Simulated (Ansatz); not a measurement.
An input for Ansatz 0.2.0 (SrHgGeSe4 (Ama2)):

```yaml
crystal:
  lattice:
    - [10.8375, 0.0, 0.0]
    - [0.0, 5.3728, 3.31885]
    - [0.0, -5.3728, 3.31885]
  atoms:
    - { symbol: Sr, position: [0.0, 0.2560433466, 0.2560433466] }
    - { symbol: Sr, position: [0.5, 0.2560433466, 0.2560433466] }
    - { symbol: Ge, position: [0.25, 0.9567885199, 0.5195787844] }
    - { symbol: Ge, position: [0.75, 0.5195787844, 0.9567885199] }
    - { symbol: Hg, position: [0.25, 0.5280692319, 0.8556187453] }
    - { symbol: Hg, position: [0.75, 0.8556187453, 0.5280692319] }
    - { symbol: Se, position: [0.0730524407, 0.1828143308, 0.7237791204] }
    - { symbol: Se, position: [0.9269475593, 0.7237791204, 0.1828143308] }
    - { symbol: Se, position: [0.4269475593, 0.1828143308, 0.7237791204] }
    - { symbol: Se, position: [0.5730524407, 0.7237791204, 0.1828143308] }
    - { symbol: Se, position: [0.25, 0.9728837483, 0.1441951116] }
    - { symbol: Se, position: [0.75, 0.1441951116, 0.9728837483] }
    - { symbol: Se, position: [0.25, 0.5501429265, 0.4178893364] }
    - { symbol: Se, position: [0.75, 0.4178893364, 0.5501429265] }
kpoints:
  mp_grid: { grid: [2, 2, 2] }
hamiltonian:
  xc: pbe
  pseudopotentials: { kind: paw, azcp: { folder: soft_1 } }
scf:
  occupations: { method: fixed }
gw:
  n_empty_bands: 407
  ecut_chi: 60
  qp_bands: [v4, c4]
  qp_kpoints: band_edges
  screening: { model: godby_needs }
```

```sh
ansatz run input.yaml --threads 2 --pin off --max-ram 92160MiB --backend cuda --events-out ev --progress --plain --runs-dir out --devices 1 --max-vram 13GiB
```

Estimate wall time and host memory on 1 × NVIDIA H100 80GB HBM3 (shared by 6 runs) with 2 threads of AMD EPYC 7R13 (Zen 3), shared host.

It took 31 s; on shared hardware allow 16 s to 62 s. Peak host memory was 2.0 GiB. The sizes that set the cost: 7535 plane waves a state, 6 irreducible k points, 515 bands summed, 391 plane waves in the screening and 11 SCF cycles.

The screening grows as filled bands × empty bands × pairs of k points, times the square of the screening basis for the matrix.

[Paths, hosts, dates, memory and timing lines, banners, echoed tables and standing remarks are left out of the program output.]

[Logs are printed without paths, hosts, clocks, repeated set-up lines and the standing remarks that a program may print on its own settings, such as how far it seeks lower states.]

[Runs of the session that timed out or met a known fault of the program may be left out.]

[Cells called generated may have been cut or substituted from an entry of the Crystallography Open Database or the Materials Project.]

[Hosts, paths, dates, database ids (printed as entryN), source tags and the programs' standing remarks are cut or masked in the printed files.]
